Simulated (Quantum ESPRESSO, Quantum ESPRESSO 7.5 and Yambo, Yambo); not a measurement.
# Quasiparticle gap of BiOBr (P4/nmm) in Yambo

How does a plane-wave GW calculation on BiOBr (P4/nmm) run from the first input to the gap?

Method: PBEsol and many-body steps on it, plane waves, in Quantum ESPRESSO 7.5 and Yambo 5.3.0.

The database entry behind the starting cell differs from later determinations by our own check (0.1 to 0.3 % short, probably kX units), so it need not match the best structure at ambient conditions.

## Step 1: The starting structure

It takes space group P4/nmm (No. 129, tetragonal). Conventional cell: a = 3.916 Å, b = 3.916 Å, c = 8.077 Å, α = 90.00°, β = 90.00°, γ = 90.00°. Bi has 4 O at 2.32 Å and 4 Br at 3.18 Å nearest. Nearest to Br lie 4 Bi at 3.18 Å. Nearest to O lie 4 Bi at 2.32 Å. Farther neighbours and most contacts between anions are not listed.

The cell and positions come from the Crystallography Open Database and are kept as given unless a step says otherwise. Spin-orbit coupling is left out unless a step names it.

## Step 2: Ground state

This step: Quantum ESPRESSO 7.5; DFT, PBEsol, plane waves, norm-conserving pseudopotentials.

The ground-state density comes first.

pw.in

```
&control
  calculation = 'scf'
  prefix = 'x'
  outdir = 'o'
  pseudo_dir = 'pseudo'
/
&system
  ibrav = 0
  nat = 6
  ntyp = 3
  ecutwfc = 72.0
  nbnd = 53
  force_symmorphic = .true.
/
&electrons
  conv_thr = 1e-10
  electron_maxstep = 80
  mixing_beta = 0.5
/
ATOMIC_SPECIES
  Bi 208.98 Bi.upf
  Br 79.904 Br.upf
  O 15.999 O.upf
CELL_PARAMETERS angstrom
  3.9160000000 0.0000000000 0.0000000000
  0.0000000000 3.9160000000 0.0000000000
  0.0000000000 0.0000000000 8.0770000000
ATOMIC_POSITIONS crystal
  Bi 0.0000000000 0.5000000000 0.1540000000
  Bi 0.5000000000 0.0000000000 0.8460000000
  Br 0.0000000000 0.5000000000 0.6530000000
  Br 0.5000000000 0.0000000000 0.3470000000
  O 0.0000000000 0.0000000000 0.0000000000
  O 0.5000000000 0.5000000000 0.0000000000
K_POINTS automatic
  6 6 4 0 0 0
```

Command:

```sh
OMP_NUM_THREADS=1 mpirun -n 16 pw.x -nk 8 -in pw.in > pw.out
```

The log of the run:

```text
Program PWSCF v.7.5 starts

     This program is part of the open-source Quantum ESPRESSO suite
     for quantum simulation of materials; please cite
         "P. Giannozzi et al., J. Phys.:Condens. Matter 21 395502 (2009);
         "P. Giannozzi et al., J. Phys.:Condens. Matter 29 465901 (2017);
         "P. Giannozzi et al., J. Chem. Phys. 152 154105 (2020);
     in publications or presentations arising from this work. More details at
     Message from routine setup:
     using ibrav=0 with symmetry is DISCOURAGED, use correct ibrav instead

     bravais-lattice index     =            0
     lattice parameter (alat)  =       7.4002  a.u.
     unit-cell volume          =     835.8571 (a.u.)^3
     number of atoms/cell      =            6
     number of atomic types    =            3
     number of electrons       =        92.00
     number of Kohn-Sham states=           53
     kinetic-energy cutoff     =      72.0000  Ry
     charge density cutoff     =     288.0000  Ry
     scf convergence threshold =      1.0E-10
     mixing beta               =       0.5000
     number of iterations used =            8  plain     mixing
     Exchange-correlation= PBESOL
                           (   1   4  10   8   0   0   0)

     celldm(1)=   7.400168  celldm(2)=   0.000000  celldm(3)=   0.000000
     celldm(4)=   0.000000  celldm(5)=   0.000000  celldm(6)=   0.000000

     crystal axes: (cart. coord. in units of alat)
               a(1) = (   1.000000   0.000000   0.000000 )
               a(2) = (   0.000000   1.000000   0.000000 )
               a(3) = (   0.000000   0.000000   2.062564 )

     reciprocal axes: (cart. coord. in units 2 pi/alat)
               b(1) = (  1.000000  0.000000  0.000000 )
               b(2) = (  0.000000  1.000000  0.000000 )
               b(3) = (  0.000000  0.000000  0.484833 )
     Pseudo is Norm-conserving + core correction, Zval = 23.0
     Generated using ONCVPSP code by D. R. Hamann
     Using radial grid of 1472 points,  6 beta functions with:
     Pseudo is Norm-conserving + core correction, Zval = 17.0
     Generated using ONCVPSP code by D. R. Hamann
     Using radial grid of 1098 points,  6 beta functions with:
     Pseudo is Norm-conserving + core correction, Zval =  6.0
     Generated using ONCVPSP code by D. R. Hamann
     Using radial grid of  936 points,  5 beta functions with:
     Bi               23.00   208.98000     Bi( 1.00)
     Br               17.00    79.90400     Br( 1.00)
     O                 6.00    15.99900     O ( 1.00)

      8 Sym. Ops. (no inversion) found

   Cartesian axes

     site n.     atom                  positions (alat units)
         1        Bi     tau(   1) = (   0.0000000   0.5000000   0.3176348  )
         2        Bi     tau(   2) = (   0.5000000   0.0000000   1.7449290  )
         3        Br     tau(   3) = (   0.0000000   0.5000000   1.3468542  )
         4        Br     tau(   4) = (   0.5000000   0.0000000   0.7157097  )
         5        O      tau(   5) = (   0.0000000   0.0000000   0.0000000  )
         6        O      tau(   6) = (   0.5000000   0.5000000   0.0000000  )

     number of k points=    30
                       cart. coord. in units 2pi/alat
        k(    1) = (   0.0000000   0.0000000   0.0000000), wk =   0.0138889
        k(    2) = (   0.0000000   0.0000000   0.1212084), wk =   0.0277778
        k(    3) = (   0.0000000   0.0000000  -0.2424167), wk =   0.0138889
        k(    4) = (   0.0000000   0.1666667   0.0000000), wk =   0.0555556
        k(    5) = (   0.0000000   0.1666667   0.1212084), wk =   0.1111111
        k(    6) = (   0.0000000   0.1666667  -0.2424167), wk =   0.0555556
        k(    7) = (   0.0000000   0.3333333   0.0000000), wk =   0.0555556
        k(    8) = (   0.0000000   0.3333333   0.1212084), wk =   0.1111111
        k(    9) = (   0.0000000   0.3333333  -0.2424167), wk =   0.0555556
        k(   10) = (   0.0000000  -0.5000000   0.0000000), wk =   0.0277778
     [... 18 further rows ...]
        k(   29) = (  -0.5000000  -0.5000000   0.1212084), wk =   0.0277778
        k(   30) = (  -0.5000000  -0.5000000  -0.2424167), wk =   0.0138889

     Dense  grid:    68823 G-vectors     FFT dimensions: (  40,  40,  90)

     Initial potential from superposition of free atoms

     starting charge      91.9984, renormalised to      92.0000
     Starting wfcs are   52 randomized atomic wfcs +    1 random wfcs

     per-process dynamical memory:    44.0 Mb

     Self-consistent Calculation

     iteration #  1     ecut=    72.00 Ry     beta= 0.50

     total energy              =   -1534.99074274 Ry
     estimated scf accuracy    <       1.16202661 Ry

     iteration #  2     ecut=    72.00 Ry     beta= 0.50

     total energy              =   -1535.10919413 Ry
     estimated scf accuracy    <       1.65956818 Ry

     iteration #  3     ecut=    72.00 Ry     beta= 0.50

     total energy              =   -1535.43045841 Ry
     estimated scf accuracy    <       0.20811504 Ry

     iteration #  4     ecut=    72.00 Ry     beta= 0.50

     total energy              =   -1535.45209010 Ry
     estimated scf accuracy    <       0.01037020 Ry

     iteration #  5     ecut=    72.00 Ry     beta= 0.50

     total energy              =   -1535.45388360 Ry
     estimated scf accuracy    <       0.00435114 Ry

     iteration #  6     ecut=    72.00 Ry     beta= 0.50

     total energy              =   -1535.45440205 Ry
     estimated scf accuracy    <       0.00004355 Ry

     iteration #  7     ecut=    72.00 Ry     beta= 0.50

     total energy              =   -1535.45441694 Ry
     estimated scf accuracy    <       0.00000995 Ry

     iteration #  8     ecut=    72.00 Ry     beta= 0.50

     total energy              =   -1535.45441821 Ry
     estimated scf accuracy    <       0.00000095 Ry

     iteration #  9     ecut=    72.00 Ry     beta= 0.50

     total energy              =   -1535.45441846 Ry
     estimated scf accuracy    <       0.00000036 Ry

     iteration # 10     ecut=    72.00 Ry     beta= 0.50

     total energy              =   -1535.45441851 Ry
     estimated scf accuracy    <       0.00000002 Ry

     iteration # 11     ecut=    72.00 Ry     beta= 0.50

     total energy              =   -1535.45441851 Ry
     estimated scf accuracy    <       0.00000001 Ry

     iteration # 12     ecut=    72.00 Ry     beta= 0.50

     End of self-consistent calculation

          k = 0.0000 0.0000 0.0000 (  8529 PWs)   bands (ev):

  -142.9451-142.9449 -80.9840 -80.9837 -80.9718 -80.9718 -80.9716 -80.9716
   -49.5769 -49.5768 -49.5760 -49.5759 -49.5510 -49.5510 -49.5509 -49.5509
   -49.5425 -49.5423 -12.5076 -12.3090 -12.3090 -12.2973 -12.2961 -12.2621
   -12.2449 -12.2364 -12.2364 -12.2155  -8.9508  -6.3845  -4.0302  -3.8147
     0.0495   2.3705   4.8533   4.8533   7.6724   7.8235   7.8235   7.9115
     8.5077   8.5911   8.5911   8.8602   8.8602   8.9468  11.9597  12.8877
    14.5610  14.5610  16.2404  16.2404  16.4122

          k = 0.0000 0.0000 0.1212 (  8569 PWs)   bands (ev):

  -142.9451-142.9451 -80.9840 -80.9837 -80.9718 -80.9718 -80.9716 -80.9716
   -49.5769 -49.5769 -49.5760 -49.5760 -49.5511 -49.5511 -49.5509 -49.5509
   -49.5424 -49.5424 -12.5076 -12.3090 -12.3090 -12.2973 -12.2961 -12.2621
   -12.2449 -12.2364 -12.2364 -12.2155  -8.9501  -6.3845  -4.1343  -3.6984
     0.0428   2.3459   4.8583   4.8583   7.6721   7.7777   7.7949   7.7949
     8.4581   8.4581   8.6032   9.0454   9.0454   9.2186  11.8304  12.5245
    14.4724  14.4724  16.2804  16.2804  16.5394

          k = 0.0000 0.0000-0.2424 (  8562 PWs)   bands (ev):

  -142.9451-142.9450 -80.9840 -80.9837 -80.9718 -80.9718 -80.9716 -80.9716
   -49.5769 -49.5768 -49.5760 -49.5759 -49.5510 -49.5510 -49.5510 -49.5510
   -49.5424 -49.5424 -12.5076 -12.3090 -12.3090 -12.2973 -12.2961 -12.2621
   -12.2449 -12.2364 -12.2364 -12.2155  -8.9494  -6.3845  -4.1996  -3.6208
     0.0359   2.3219   4.8635   4.8635   7.6718   7.6788   7.7648   7.7648
     8.3881   8.3881   8.7015   9.1698   9.1698   9.4848  11.7617  12.0947
    14.3872  14.3872  16.3165  16.3165  16.7443

          k = 0.0000 0.1667 0.0000 (  8596 PWs)   bands (ev):

     [... further k-points ...]

     highest occupied, lowest unoccupied level (ev):     9.6112   11.7617

!    total energy              =   -1535.45441851 Ry
     estimated scf accuracy    <          7.4E-11 Ry

     The total energy is the sum of the following terms:
     one-electron contribution =    -922.24402632 Ry
     hartree contribution      =     458.85562829 Ry
     xc contribution           =    -246.44857373 Ry
     ewald contribution        =    -825.61744674 Ry

     convergence has been achieved in  12 iterations

     XML data file, charge density, pseudopotentials, collected wavefunctions

=------------------------------------------------------------------------------=
   JOB DONE.
=------------------------------------------------------------------------------=
```

Elapsed: 19 s, on 16 MPI ranks of Arm Neoverse V2, shared host; peak memory 1.4 GiB.

Numbers from this step:

```yaml
total_energy: -20890.9216 eV
gap: 2.150 eV
k_of_the_valence_top: 0, 0.3333, -0.5
k_of_the_conduction_bottom: 0, 0, -0.5
least_direct_gap: 2.277 eV
```

The gap is indirect, with the least direct gap 0.13 eV higher.

## Step 3: Bands along the symmetry lines

Levels along a band path, at the cheap level, show where the edges lie and whether the meshes to come will hold them.

pw.in

```
&control
  calculation = 'bands'
  prefix = 'x'
  outdir = 'o'
  pseudo_dir = 'pseudo'
/
&system
  ibrav = 0
  nat = 6
  ntyp = 3
  ecutwfc = 72.0
  nbnd = 52
  force_symmorphic = .true.
/
&electrons
  conv_thr = 1e-9
  electron_maxstep = 80
  diago_full_acc = .true.
  diago_thr_init = 5e-6
/
ATOMIC_SPECIES
  Bi 208.98 Bi.upf
  Br 79.904 Br.upf
  O 15.999 O.upf
CELL_PARAMETERS angstrom
  3.9160000000 0.0000000000 0.0000000000
  0.0000000000 3.9160000000 0.0000000000
  0.0000000000 0.0000000000 8.0770000000
ATOMIC_POSITIONS crystal
  Bi 0.0000000000 0.5000000000 0.1540000000
  Bi 0.5000000000 0.0000000000 0.8460000000
  Br 0.0000000000 0.5000000000 0.6530000000
  Br 0.5000000000 0.0000000000 0.3470000000
  O 0.0000000000 0.0000000000 0.0000000000
  O 0.5000000000 0.5000000000 0.0000000000
K_POINTS crystal
  75
  0.00000000 0.00000000 0.00000000 1
  0.00000000 0.06250000 0.00000000 1
  0.00000000 0.12500000 0.00000000 1
  0.00000000 0.18750000 0.00000000 1
  0.00000000 0.25000000 0.00000000 1
  0.00000000 0.31250000 0.00000000 1
  0.00000000 0.37500000 0.00000000 1
  0.00000000 0.43750000 0.00000000 1
  0.00000000 0.50000000 0.00000000 1
  0.06250000 0.50000000 0.00000000 1
  0.12500000 0.50000000 0.00000000 1
  0.18750000 0.50000000 0.00000000 1
  0.25000000 0.50000000 0.00000000 1
  0.31250000 0.50000000 0.00000000 1
  0.37500000 0.50000000 0.00000000 1
  0.43750000 0.50000000 0.00000000 1
  0.50000000 0.50000000 0.00000000 1
  0.43750000 0.43750000 0.00000000 1
  0.37500000 0.37500000 0.00000000 1
  0.31250000 0.31250000 0.00000000 1
  0.25000000 0.25000000 0.00000000 1
  0.18750000 0.18750000 0.00000000 1
  0.12500000 0.12500000 0.00000000 1
  0.06250000 0.06250000 0.00000000 1
  0.00000000 0.00000000 0.00000000 1
  0.00000000 0.00000000 0.06250000 1
  0.00000000 0.00000000 0.12500000 1
  0.00000000 0.00000000 0.18750000 1
  0.00000000 0.00000000 0.25000000 1
  0.00000000 0.00000000 0.31250000 1
  0.00000000 0.00000000 0.37500000 1
  0.00000000 0.00000000 0.43750000 1
  0.00000000 0.00000000 0.50000000 1
  0.00000000 0.06250000 0.50000000 1
  0.00000000 0.12500000 0.50000000 1
  0.00000000 0.18750000 0.50000000 1
  0.00000000 0.25000000 0.50000000 1
  0.00000000 0.31250000 0.50000000 1
  0.00000000 0.37500000 0.50000000 1
  0.00000000 0.43750000 0.50000000 1
  0.00000000 0.50000000 0.50000000 1
  0.06250000 0.50000000 0.50000000 1
  0.12500000 0.50000000 0.50000000 1
  0.18750000 0.50000000 0.50000000 1
  0.25000000 0.50000000 0.50000000 1
  0.31250000 0.50000000 0.50000000 1
  0.37500000 0.50000000 0.50000000 1
  0.43750000 0.50000000 0.50000000 1
  0.50000000 0.50000000 0.50000000 1
  0.43750000 0.43750000 0.50000000 1
  0.37500000 0.37500000 0.50000000 1
  0.31250000 0.31250000 0.50000000 1
  0.25000000 0.25000000 0.50000000 1
  0.18750000 0.18750000 0.50000000 1
  0.12500000 0.12500000 0.50000000 1
  0.06250000 0.06250000 0.50000000 1
  0.00000000 0.00000000 0.50000000 1
  0.00000000 0.50000000 0.00000000 1
  0.00000000 0.50000000 0.06250000 1
  0.00000000 0.50000000 0.12500000 1
  0.00000000 0.50000000 0.18750000 1
  0.00000000 0.50000000 0.25000000 1
  0.00000000 0.50000000 0.31250000 1
  0.00000000 0.50000000 0.37500000 1
  0.00000000 0.50000000 0.43750000 1
  0.00000000 0.50000000 0.50000000 1
  0.50000000 0.50000000 0.00000000 1
  0.50000000 0.50000000 0.06250000 1
  0.50000000 0.50000000 0.12500000 1
  0.50000000 0.50000000 0.18750000 1
  0.50000000 0.50000000 0.25000000 1
  0.50000000 0.50000000 0.31250000 1
  0.50000000 0.50000000 0.37500000 1
  0.50000000 0.50000000 0.43750000 1
  0.50000000 0.50000000 0.50000000 1
```

Command:

```sh
OMP_NUM_THREADS=1 mpirun -n 16 pw.x -nk 16 -in pw.in > pw.out
```

The log of the run:

```text
[banner, memory and clock lines left out]
Program PWSCF v.7.5 starts

     Atomic positions and unit cell read from directory:
     o/x.save/

     Message from routine setup:
     using ibrav=0 with symmetry is DISCOURAGED, use correct ibrav instead

     G-vector sticks info

     bravais-lattice index     =            0
     lattice parameter (alat)  =       7.4002  a.u.
     unit-cell volume          =     835.8571 (a.u.)^3
     number of atoms/cell      =            6
     number of atomic types    =            3
     number of electrons       =        92.00
     number of Kohn-Sham states=           52
     kinetic-energy cutoff     =      72.0000  Ry
     charge density cutoff     =     288.0000  Ry
     Exchange-correlation= PBESOL
                           (   1   4  10   8   0   0   0)

     celldm(1)=   7.400168  celldm(2)=   0.000000  celldm(3)=   0.000000
     celldm(4)=   0.000000  celldm(5)=   0.000000  celldm(6)=   0.000000

     crystal axes: (cart. coord. in units of alat)
               a(1) = (   1.000000   0.000000   0.000000 )
               a(2) = (   0.000000   1.000000   0.000000 )
               a(3) = (   0.000000   0.000000   2.062564 )

     reciprocal axes: (cart. coord. in units 2 pi/alat)
               b(1) = (  1.000000  0.000000  0.000000 )
               b(2) = (  0.000000  1.000000  0.000000 )
               b(3) = (  0.000000  0.000000  0.484833 )
     Pseudo is Norm-conserving + core correction, Zval = 23.0
     Generated using ONCVPSP code by D. R. Hamann
     Using radial grid of 1472 points,  6 beta functions with:
     Pseudo is Norm-conserving + core correction, Zval = 17.0
     Generated using ONCVPSP code by D. R. Hamann
     Using radial grid of 1098 points,  6 beta functions with:
     Pseudo is Norm-conserving + core correction, Zval =  6.0
     Generated using ONCVPSP code by D. R. Hamann
     Using radial grid of  936 points,  5 beta functions with:
     Bi               23.00   208.98000     Bi( 1.00)
     Br               17.00    79.90400     Br( 1.00)
     O                 6.00    15.99900     O ( 1.00)

      8 Sym. Ops. (no inversion) found

   Cartesian axes

     site n.     atom                  positions (alat units)
         1        Bi     tau(   1) = (   0.0000000   0.5000000   0.3176348  )
         2        Bi     tau(   2) = (   0.5000000   0.0000000   1.7449290  )
         3        Br     tau(   3) = (   0.0000000   0.5000000   1.3468542  )
         4        Br     tau(   4) = (   0.5000000   0.0000000   0.7157097  )
         5        O      tau(   5) = (   0.0000000   0.0000000   0.0000000  )
         6        O      tau(   6) = (   0.5000000   0.5000000   0.0000000  )

     number of k points=    75
                       cart. coord. in units 2pi/alat
        k(    1) = (   0.0000000   0.0000000   0.0000000), wk =   0.0266667
        k(    2) = (   0.0000000   0.0625000   0.0000000), wk =   0.0266667
        k(    3) = (   0.0000000   0.1250000   0.0000000), wk =   0.0266667
[...]
[... 63 further rows ...]
        k(   74) = (   0.5000000   0.5000000   0.2121146), wk =   0.0266667
        k(   75) = (   0.5000000   0.5000000   0.2424167), wk =   0.0266667

     Dense  grid:    68823 G-vectors     FFT dimensions: (  40,  40,  90)

     The potential is recalculated from file :
     o/x.save/charge-density

     Starting wfcs are   52 randomized atomic wfcs

     Band Structure Calculation

     End of band structure calculation

          k = 0.0000 0.0000 0.0000 (  8529 PWs)   bands (ev):

  -142.9451-142.9449 -80.9840 -80.9838 -80.9718 -80.9718 -80.9717 -80.9717
   -49.5768 -49.5768 -49.5760 -49.5759 -49.5510 -49.5510 -49.5509 -49.5509
   -49.5424 -49.5423 -12.5076 -12.3090 -12.3090 -12.2974 -12.2961 -12.2621
   -12.2449 -12.2364 -12.2364 -12.2155  -8.9508  -6.3845  -4.0301  -3.8147
[...]
14.5610  14.5611  16.2404  16.2405

          k = 0.0000 0.0625 0.0000 (  8578 PWs)   bands (ev):

  -142.9452-142.9452 -80.9840 -80.9838 -80.9718 -80.9718 -80.9717 -80.9717
[...]
14.4573  14.5414  15.9976  16.2065

          k = 0.0000 0.1250 0.0000 (  8602 PWs)   bands (ev):

  -142.9453-142.9452 -80.9840 -80.9838 -80.9718 -80.9718 -80.9717 -80.9717
[...]
14.2147  14.4865  15.6345  16.1008

[...]
k = 0.5000 0.5000 0.2121 (  8660 PWs)   bands (ev):

  -142.9454-142.9454 -80.9839 -80.9839 -80.9719 -80.9719 -80.9717 -80.9717
[...]
14.9361  14.9361  15.3559  15.3559

          k = 0.5000 0.5000 0.2424 (  8680 PWs)   bands (ev):

  -142.9455-142.9455 -80.9839 -80.9839 -80.9719 -80.9719 -80.9718 -80.9718
[...]
-0.4926  -0.4926   4.9725   4.9725   6.4455   6.4455   7.3012   7.3012
     7.7158   7.7158   8.5076   8.5076   8.6164   8.6164  13.6332  13.6332
    14.9438  14.9438  15.3251  15.3252

     XML data file, pseudopotentials, collected wavefunctions
```

Run time: 9.5 s. Hardware: 16 MPI ranks; peak memory 1.7 GiB; 2.5 min of CPU time.

Numbers from this step:

```yaml
gap: 2.097 eV
k_of_the_valence_top: 0, 0.375, 0.5
k_of_the_conduction_bottom: 0, 0, 0.4375
least_direct_gap: 2.277 eV
```

The gap is 2.097 eV, −0.054 eV from the run before at this level.

The electronic bands at the labelled points (eV, zero at the top of the highest filled band):

| point | band 43 | band 44 | band 45 | band 46 | band 47 | band 48 | band 49 | band 50 |
| --- | --- | --- | --- | --- | --- | --- | --- | --- |
| Γ | -1.07 | -0.80 | -0.80 | -0.72 | 2.30 | 3.22 | 4.90 | 4.90 |
| halfway | -0.65 | -0.55 | -0.36 | -0.16 | 3.86 | 4.13 | 4.17 | 4.66 |
| X | -0.57 | -0.57 | -0.15 | -0.15 | 4.28 | 4.28 | 4.83 | 4.83 |
| halfway | -0.99 | -0.99 | -0.97 | -0.97 | 3.96 | 3.96 | 4.90 | 4.90 |
| M | -1.05 | -1.05 | -0.81 | -0.81 | 3.28 | 3.28 | 5.06 | 5.06 |
| halfway | -0.89 | -0.50 | -0.39 | -0.38 | 3.41 | 4.46 | 4.82 | 4.83 |
| Γ | -1.07 | -0.80 | -0.80 | -0.72 | 2.30 | 3.22 | 4.90 | 4.90 |
| halfway | -1.06 | -0.62 | -0.62 | -0.45 | 2.17 | 2.86 | 4.81 | 4.81 |
| Z | -0.96 | -0.49 | -0.49 | -0.18 | 2.10 | 2.43 | 4.72 | 4.72 |
| halfway | -0.93 | -0.53 | -0.44 | -0.24 | 3.64 | 3.91 | 4.74 | 4.77 |
| R | -0.58 | -0.58 | -0.11 | -0.11 | 4.10 | 4.10 | 4.88 | 4.88 |
| halfway | -1.09 | -1.09 | -0.52 | -0.52 | 3.58 | 3.58 | 5.34 | 5.34 |
| A | -1.16 | -1.16 | -1.05 | -1.05 | 3.97 | 3.97 | 5.28 | 5.28 |
| halfway | -1.18 | -1.05 | -0.36 | -0.30 | 3.05 | 4.31 | 5.03 | 5.17 |
| Z | -0.96 | -0.49 | -0.49 | -0.18 | 2.10 | 2.43 | 4.72 | 4.72 |
| jump to X | -0.57 | -0.57 | -0.15 | -0.15 | 4.28 | 4.28 | 4.83 | 4.83 |
| halfway | -0.57 | -0.57 | -0.14 | -0.14 | 4.19 | 4.19 | 4.86 | 4.86 |
| R | -0.58 | -0.58 | -0.11 | -0.11 | 4.10 | 4.10 | 4.88 | 4.88 |
| jump to M | -1.05 | -1.05 | -0.81 | -0.81 | 3.28 | 3.28 | 5.06 | 5.06 |
| halfway | -1.05 | -1.05 | -0.98 | -0.98 | 3.59 | 3.59 | 5.17 | 5.17 |
| A | -1.16 | -1.16 | -1.05 | -1.05 | 3.97 | 3.97 | 5.28 | 5.28 |

(Part 1 of 3 ends here.)

[Paths, hosts, dates, memory and timing lines, banners, echoed tables and standing remarks are left out of the program output.]

[Logs are printed without paths, hosts, clocks, repeated set-up lines and the standing remarks that a program may print on its own settings, such as how far it seeks lower states.]

[Runs of the session that timed out or met a known fault of the program may be left out.]

[Hosts, paths, dates, database ids (printed as entryN), source tags and the programs' standing remarks are cut or masked in the printed files.]
